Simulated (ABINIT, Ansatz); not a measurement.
## Rb2LiAlF6 (Fm-3m): G0W0 on several meshes in ABINIT

Aim: the GW shift of Rb2LiAlF6 (Fm-3m) against the k mesh.

Main program and level: ABINIT 10.8.3; PBEsol and many-body steps on it, plane waves.

This is a report of a sequence of runs, with most program output left out.

## Step 1: The structure

It takes space group Fm-3m (No. 225, cubic). Conventional cell: a = 8.228 Å, b = 8.228 Å, c = 8.228 Å, α = 90.00°, β = 90.00°, γ = 90.00°. Rb has 12 F at 2.92 Å nearest. Li has 6 F at 2.26 Å nearest. Nearest to Al lie 6 F at 1.86 Å. Nearest to F lie 1 Al at 1.86 Å and 1 Li at 2.26 Å and 4 Rb at 2.92 Å. Farther neighbours and most contacts between anions are not listed.

The cell and positions are those that the Materials Project relaxed with its own functionals (PBE, PBE+U or r2SCAN), kept fixed.

## Step 2: Empty states on the mesh, 2×2×2 mesh, 283 bands

This step: ABINIT 10.8.3; DFT, PBEsol, plane waves, norm-conserving pseudopotentials.

The sums over transitions need many empty states on a uniform mesh; this step solves for them.

The input, run.abi:

```
acell 3*1.0 Angstrom
rprim 
  0.000000000000 4.113943000000 4.113943000000
  4.113943000000 0.000000000000 4.113943000000
  4.113943000000 4.113943000000 -0.000000000000
ntypat 4
znucl 37 3 13 9
natom 10
typat 1 1 2 3 4 4 4 4 4 4
xred 
  0.750000000000 0.750000000000 0.750000000000
  0.250000000000 0.250000000000 0.250000000000
  0.500000000000 0.500000000000 0.500000000000
  0.000000000000 0.000000000000 0.000000000000
  0.774175000000 0.225825000000 0.225825000000
  0.225825000000 0.225825000000 0.774175000000
  0.225825000000 0.774175000000 0.774175000000
  0.225825000000 0.774175000000 0.225825000000
  0.774175000000 0.225825000000 0.774175000000
  0.774175000000 0.774175000000 0.225825000000
pp_dirpath "pseudos"
pseudos "Rb.upf, Li.upf, Al.upf, F.upf"
ecut 36
ngkpt 2 2 2
nshiftk 1
shiftk 0 0 0
kptopt 1
chksymbreak 0
iscf -2
irdden 1
istwfk *1
nband 283
nbdbuf 24
tolwfr 1e-09
nstep 60
prtvol 0
indata_prefix "in"
outdata_prefix "out"
tmpdata_prefix "tmp"
```

Command:

```
> OMP_NUM_THREADS=1 mpirun -n 4 abinit run.abi > log
```

Elapsed: 3.2 min, on 4 MPI ranks of Arm Neoverse V1, shared host; peak memory 0.49 GiB; 13 min of CPU time.

Numbers from this step:

| Quantity | Value |
| --- | --- |
| gap | 7.106 eV |
| k of the valence top | 0, 0, 0 |
| k of the conduction bottom | 0, 0, 0 |
| least direct gap | 7.106 eV |
| k points computed | 3 |
| lowest point of the top converged band, above the valence top | 76.0221 eV |

On this mesh the gap is 7.106 eV.

The density comes from a self-consistent run that is not shown.

## Step 3: Screening, 2×2×2 mesh, 125 bands, screening to 114.3 eV

The RPA dielectric matrix is built and inverted for each q.

This step: RPA screening on PBEsol, plane waves, norm-conserving pseudopotentials.

Changes to run.abi since step 2:

```diff
@@ -28,10 +28,11 @@
 chksymbreak 0
-iscf -2
-irdden 1
 istwfk *1
-nband 283
-nbdbuf 24
-tolwfr 1e-09
-nstep 60
-prtvol 0
+occopt 1
+irdwfk 1
+optdriver 3
+nband 125
+ecuteps 4.2
+inclvkb 2
+awtr 1
+symchi 1
 indata_prefix "in"
```

The job ended after 38 s (4 MPI ranks; peak memory 1.6 GiB).

This step gave:

```yaml
eps_infinity_with_local_fields_on_this_mesh_along_the_program_s_q_direction: 2.080
the_same_without_local_fields: 2.260
plasma_frequency: 25.56 eV
plane_waves_in_the_screening_matrix: 387
```

Local fields lower ε∞ by 8 %. On a Γ-centred mesh this coarse the value itself is usually too large, while a short band sum pulls it down.

## Step 4: 2×2×2

The self-energy is evaluated for the states that the input lists, and the levels follow from it, in one-shot runs by the linearised quasiparticle equation.

This step: G0W0 on PBEsol, plane waves, norm-conserving pseudopotentials.

Changes to run.abi since step 3:

```diff
@@ -31,8 +31,15 @@
 irdwfk 1
-optdriver 3
+optdriver 4
 nband 125
+gwcalctyp 0
+ecutsigx 36
+symsigma 1
+nkptgw 1
+kptgw 
+  0.0000000000 0.0000000000 0.0000000000
+bdgw 
+  31 37
 ecuteps 4.2
-inclvkb 2
-awtr 1
-symchi 1
+irdscr 1
+ppmodel 1
 indata_prefix "in"
```

Run time: 10 s. Hardware: 4 MPI ranks; peak memory 1.1 GiB.

Numbers from this step:

- G0W0 gap on the points computed: 10.91 eV
- starting gap on the mesh: 7.106 eV
- k of the valence top: 0, 0, 0
- k of the conduction bottom: 0, 0, 0
- Z at the valence top: 0.821
- Z at the conduction bottom: 0.897
- least direct G0W0 gap on the computed points: 10.91 eV

The gap on the mesh goes from 7.11 eV to 10.91 eV, a correction of +3.81 eV.

## Step 5: Empty states on the mesh, 4×4×4 mesh, 137 bands

This step: DFT, PBEsol, plane waves, norm-conserving pseudopotentials.

Changes to run.abi since step 4:

```diff
@@ -23,3 +23,3 @@
 ecut 36
-ngkpt 2 2 2
+ngkpt 4 4 4
 nshiftk 1
@@ -28,18 +28,10 @@
 chksymbreak 0
+iscf -2
+irdden 1
 istwfk *1
-occopt 1
-irdwfk 1
-optdriver 4
-nband 125
-gwcalctyp 0
-ecutsigx 36
-symsigma 1
-nkptgw 1
-kptgw 
-  0.0000000000 0.0000000000 0.0000000000
-bdgw 
-  31 37
-ecuteps 4.2
-irdscr 1
-ppmodel 1
+nband 137
+nbdbuf 12
+tolwfr 1e-09
+nstep 60
+prtvol 0
 indata_prefix "in"
```

Run time: 2 min. Hardware: 4 MPI ranks; peak memory 0.55 GiB; 8.2 min of CPU time.

Numbers from this step:

```
gap                                                           : 7.106 eV
k of the valence top                                          : 0, 0, 0
k of the conduction bottom                                    : 0, 0, 0
least direct gap                                              : 7.106 eV
k points computed                                             : 8
lowest point of the top converged band, above the valence top : 42.66 eV
```

On this mesh the gap is 7.106 eV.

## Step 6: Screening, 4×4×4 mesh, 125 bands, screening to 114.3 eV

This step: RPA screening on PBEsol, plane waves, norm-conserving pseudopotentials.

Changes to run.abi since step 5:

```diff
@@ -28,10 +28,11 @@
 chksymbreak 0
-iscf -2
-irdden 1
 istwfk *1
-nband 137
-nbdbuf 12
-tolwfr 1e-09
-nstep 60
-prtvol 0
+occopt 1
+irdwfk 1
+optdriver 3
+nband 125
+ecuteps 4.2
+inclvkb 2
+awtr 1
+symchi 1
 indata_prefix "in"
```

Wall time 4.1 min (4 MPI ranks); peak memory 2.9 GiB; 16 min of CPU time.

Numbers from this step:

```yaml
eps_infinity_with_local_fields_on_this_mesh_along_the_program_s_q_direction: 2.060
the_same_without_local_fields: 2.239
plasma_frequency: 25.56 eV
plane_waves_in_the_screening_matrix: 387
```

## Step 7: 4×4×4

This step: G0W0 on PBEsol, plane waves, norm-conserving pseudopotentials.

Changes to run.abi since step 6:

```diff
@@ -31,8 +31,15 @@
 irdwfk 1
-optdriver 3
+optdriver 4
 nband 125
+gwcalctyp 0
+ecutsigx 36
+symsigma 1
+nkptgw 1
+kptgw 
+  0.0000000000 0.0000000000 0.0000000000
+bdgw 
+  31 37
 ecuteps 4.2
-inclvkb 2
-awtr 1
-symchi 1
+irdscr 1
+ppmodel 1
 indata_prefix "in"
```

Run time: 20 s. Hardware: 4 MPI ranks; peak memory 2.3 GiB.

Numbers from this step:

```
G0W0 gap on the points computed              : 11.05 eV
starting gap on the mesh                     : 7.106 eV
k of the valence top                         : 0, 0, 0
k of the conduction bottom                   : 0, 0, 0
Z at the valence top                         : 0.816
Z at the conduction bottom                   : 0.893
least direct G0W0 gap on the computed points : 11.05 eV
```

Against G0W0 in ABINIT (2×2×2 mesh, 125 bands, screening to 114.3 eV, Godby-Needs plasmon pole), the gap moves by +0.143 eV.

## Step 8: The runs together

Times are wall times on 4 MPI ranks of Arm Neoverse V1, shared host, good to a factor of about two. A run's time includes the screening step that it read.

```tsv
run	mesh	bands	screening cutoff (eV)	DFT gap (eV)	gap on the mesh (eV)	direct (eV)	ε∞ used	time
2×2×2	2×2×2	125	114.3	7.106	10.911	10.911	2.08	48 s
4×4×4	4×4×4	125	114.3	7.106	11.054	11.054	2.06	4.4 min
```

## Step 9: Results

* 2×2×2: 10.911 eV
* 4×4×4: 11.054 eV
* known limits: not at the basis limit; no spin-orbit coupling; coarse k mesh

In words: 4×4×4: +0.143 eV against 2×2×2. Bands and cutoff are finite, so the gap is not at the basis limit. The miss can reach some tenths of an eV and take either sign; the mesh is an error of its own. In the G0W0 runs levels were corrected at 1 k point alone, so a gap called «on the mesh» is the least over those, and an edge elsewhere would be missed. The 2×2×2 mesh is coarse for this cell, which bears on the long-range parts of exchange and screening. The many-body steps are scalar-relativistic: spin-orbit coupling is not in them.

[Paths, hosts, dates, memory and timing lines, banners, echoed tables and standing remarks are left out of the program output.]

[Logs are printed without paths, hosts, clocks, repeated set-up lines and the standing remarks that a program may print on its own settings, such as how far it seeks lower states.]

[Runs of the session that timed out or met a known fault of the program may be left out.]

[Hosts, paths, dates, database ids (printed as entryN), source tags and the programs' standing remarks are cut or masked in the printed files.]

[G0W0 gaps are taken among the corrected bands and points alone; a level outside them can change the order at an edge.]

[Where Ansatz stands beside ABINIT at settings called matched, ABINIT's density can come from a denser mesh and the files from another edition; pairs whose starting gaps differed by over 0.03 eV were left out, so agreement reads better than it is.]
